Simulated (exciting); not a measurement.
# Core excitons at the S K edge of BaSO4, part 2 of 2

Wanted: the near-edge spectrum and the bound core excitons at the S K edge of BaSO4.

exciting sodium; X-ray absorption, core-level Bethe-Salpeter equation, exchange and statically screened direct term, Tamm-Dancoff, all-electron LAPW+lo LDA.

So far. Step 5 (Independent particles): Maxima (height): 5.0 eV (0.41), 5.8 eV (0.38), 16.4 eV (0.15), 17.6 eV (0.15) and 19.6 eV (0.11); 1 lower ones aren't listed. The spectrum differs from the singlet run by 109 % r.m.s. Moving the earlier curve by +6.1 eV leaves 49 %. The highest maximum lies at 5.0 eV (0.41), against -0.9 eV (1.00). Step 6 (Exchange alone): Maxima (height): 5.0 eV (0.41), 5.8 eV (0.38), 16.4 eV (0.15), 17.6 eV (0.15) and 19.6 eV (0.11); 1 lower ones aren't listed.

### 7. Another input (continued)

The input has a fault: far too few empty states in the screening. Against the singlet run the r.m.s. difference is 137 %. Moving the earlier curve by -2.6 eV leaves 22 %. The highest maximum lies at -3.4 eV (1.22), against -0.9 eV (1.00). The first bright state moves from -0.86 to -3.39 eV. Too few states underscreen, so the attraction is too strong.

```tsv
E (eV)	first run	this run
-6.0	0.01	0.04
-5.0	0.01	0.09
-4.0	0.02	0.43
-3.0	0.04	0.71
-2.0	0.14	0.12
-1.0	0.89	0.05
0.0	0.30	0.03
1.0	0.11	0.03
2.0	0.08	0.02
3.0	0.04	0.02
4.0	0.04	0.03
5.0	0.03	0.03
6.0	0.04	0.06
7.0	0.07	0.09
8.0	0.07	0.10
9.0	0.08	0.06
10.0	0.08	0.08
11.0	0.08	0.07
12.0	0.08	0.07
13.0	0.08	0.09
14.0	0.12	0.08
15.0	0.08	0.05
16.0	0.06	0.03
17.0	0.04	0.02
18.0	0.05	0.03
19.0	0.03	0.02
```

### 8. Coarser mesh

Changed against the first singlet run: k mesh from 3×3×3 to 2×2×2.

Contents of input.xml:

```
<input>
  <title>BaSO4</title>
  <structure speciespath="." autormt="false" epslat="1.0e-5">
    <crystal>
      <basevect>0.0000000000 6.9896811940 6.9896811940</basevect>
      <basevect>6.9896811940 0.0000000000 6.9896811940</basevect>
      <basevect>6.9896811940 6.9896811940 0.0000000000</basevect>
    </crystal>
    <species speciesfile="Ba.xml" rmt="2.074">
      <atom coord="0.5000000000 0.5000000000 0.5000000000"/>
    </species>
    <species speciesfile="S.xml" rmt="1.367">
      <atom coord="0.0000000000 0.0000000000 0.0000000000"/>
    </species>
    <species speciesfile="O.xml" rmt="1.367">
      <atom coord="0.8836120000 0.8836120000 0.8836120000"/>
      <atom coord="0.3491640000 0.8836120000 0.8836120000"/>
      <atom coord="0.8836120000 0.8836120000 0.3491640000"/>
      <atom coord="0.8836120000 0.3491640000 0.8836120000"/>
    </species>
  </structure>
  <groundstate do="skip" xctype="LDA_PW" ngridk="3 3 3" rgkmax="7" gmaxvr="14" nempty="8" swidth="0.001" maxscl="100" epsengy="1e-5"/>
  <xs xstype="BSE" ngridk="2 2 2" ngridq="2 2 2" vkloff="0.097 0.273 0.493" rgkmax="7" nempty="51" gqmax="3" lmaxapwwf="5" lmaxemat="2" broad="0.01654" tevout="true">
    <energywindow intv="87.685 89.302" points="439"/>
    <screening screentype="full" nempty="77"/>
    <BSE xas="true" xasspecies="2" xasatom="1" xasedge="K" bsetype="singlet" nstlxas="1 47"/>
    <qpointset>
      <qpoint>0 0 0</qpoint>
    </qpointset>
    <plan>
      <doonly task="xsgeneigvec"/>
      <doonly task="writepmatxs"/>
      <doonly task="scrgeneigvec"/>
      <doonly task="scrwritepmat"/>
      <doonly task="screen"/>
      <doonly task="scrcoulint"/>
      <doonly task="exccoulint"/>
    </plan>
  </xs>
</input>
```

Contents of input.xml for the last start (plan only):

```
  <plan>
    <doonly task="bse"/>
  </plan>
```

Started as:

```sh
OMP_NUM_THREADS=1 mpirun -n 4 exciting
OMP_NUM_THREADS=4 exciting
```

Numbers of over 12 decimals in the logs are rounded to 6 here.

Log:

```text
| EXCITING SODIUM started for task xsgeneigvec ( 301)                          =
One-shot GS runs for BSE calculations
One-shot GS runs for k+qmt/2 grids
Info(xsgeneigvec): Generating eigenvectors for Q-point      1
Info(xsgeneigvec): Generation of eigenvectors finished
| EXCITING SODIUM started for task writepmatxs ( 320)                          =
Info(writepmatxs): Momentum matrix elements finished
| EXCITING SODIUM started for task scrgeneigvec ( 401)                         =
One-shot GS runs for BSE calculations
One-shot GS runs for k+qmt/2 grids
[...]
Info(setup_bse_block): Setting up RR part of hamiltonian
Info(setup_bse_block): Singlet spin state
Info(bse): Diagonalizing RR Hamiltonian (TDA)
Info(bse): Invoking Lapack routine ZHEEVR
       752 eigen solutions found in the interval:
         i1=       1 i2=     752
Info(bse): Writing excition energies and oscillator strengths to text file.
Info(makespectrum_dist): Making spectrum using formula for coupling with time reversed AR basis.
Info(makespectrum_dist): Using formalism for vanishing momentum transfer.
Info(writederived): Writing quantities derived from the macroscopic dielectric function.
Info(bselauncher): Spectrum finished for iqmt=  1
Info(bselauncher): All done for BSE type singlet
```

Wall time 6.3 min (4 MPI ranks of Intel Xeon at 2.70GHz, shared host).

These settings are cheaper. The spectrum differs from the singlet run by 8 % r.m.s. The lowest bare transition of this run lies at 0.56 eV, against 0.29. A coarse mesh samples few band energies, and it inflates the long-range part of the attraction.

```tsv
E (eV)	first run	this run
-4.0	0.02	0.02
-3.0	0.04	0.04
-2.0	0.14	0.13
-1.0	0.89	0.81
0.0	0.30	0.33
1.0	0.11	0.13
2.0	0.08	0.08
3.0	0.04	0.04
4.0	0.04	0.04
5.0	0.03	0.03
6.0	0.04	0.04
7.0	0.07	0.06
8.0	0.07	0.09
9.0	0.08	0.07
10.0	0.08	0.08
11.0	0.08	0.07
12.0	0.08	0.07
13.0	0.08	0.09
14.0	0.12	0.13
15.0	0.08	0.09
16.0	0.06	0.06
17.0	0.04	0.04
18.0	0.05	0.05
19.0	0.03	0.04
```

### 9. The levels of theory side by side

```tsv
level	curve passes 0.15 (eV)	highest maximum (eV)	its height
IP	4.0	5.0	0.41
RPA	4.0	5.0	0.41
singlet	-1.9	-0.9	1.00
```

```tsv
E (eV)	IP	RPA	singlet
-4.0	0.00	0.00	0.02
-3.0	0.00	0.00	0.04
-2.0	0.00	0.00	0.14
-1.0	0.01	0.01	0.89
0.0	0.01	0.01	0.30
1.0	0.02	0.02	0.11
2.0	0.05	0.05	0.08
3.0	0.08	0.08	0.04
4.0	0.15	0.14	0.04
5.0	0.41	0.41	0.03
6.0	0.36	0.36	0.04
7.0	0.10	0.10	0.07
8.0	0.07	0.08	0.07
9.0	0.06	0.06	0.08
10.0	0.07	0.07	0.08
11.0	0.09	0.09	0.08
12.0	0.09	0.09	0.08
13.0	0.08	0.08	0.08
14.0	0.06	0.06	0.12
15.0	0.08	0.08	0.08
16.0	0.15	0.15	0.06
17.0	0.13	0.13	0.04
18.0	0.12	0.12	0.05
19.0	0.09	0.09	0.03
```

### 10. Outcome

```
absorber and edge   : S K, atom 2
surroundings        : 4 O at 1.49 Å (tetrahedral, site symmetry -43m)
first bright state  : -0.86 eV from the Kohn–Sham onset, on this mesh
highest maximum     : -0.9 eV
cost of the BSE run : 29 min on 4 MPI ranks of Intel Xeon at 2.70GHz, shared host; the last task ran on as many threads
```

In words: Is a core exciton bound? Yes on this mesh: the first bright state (over 5 % of the brightest) lies at -0.86 eV from the Kohn–Sham onset and at -1.14 eV from the lowest bare transition of its own mesh; weaker or dark states reach down to -1.07 eV. Exchange alone changes the independent-particle spectrum by 0.4 % r.m.s. With 27 k points the binding energies are rough, and fine structure above the first lines is partly noise of the mesh. Exchange and the short-range direct term aren't converged in the kernel cutoff. The zero comes from the unshifted 3×3×3 ground-state mesh; it is exact only where the band minimum lies on that mesh. The Kohn–Sham onset, 2398 eV, is no photon energy (tabulated edge of the element: 2472 eV): the scale needs a rigid shift. No quasiparticle correction widens the gap or stretches the bands. Vibrations and energy-dependent lifetimes are left out. The structure is a Materials Project entry, computed there, and may be a hypothetical form.

[Banner, clock and machine lines of the logs are left out without a mark of their own.]

[Logs are printed without paths, hosts, clocks, repeated set-up lines and the standing remarks that a program may print on its own settings, such as how far it seeks lower states.]

[Hosts, paths, dates, database ids (printed as entryN), source tags and the programs' standing remarks are cut or masked in the printed files.]
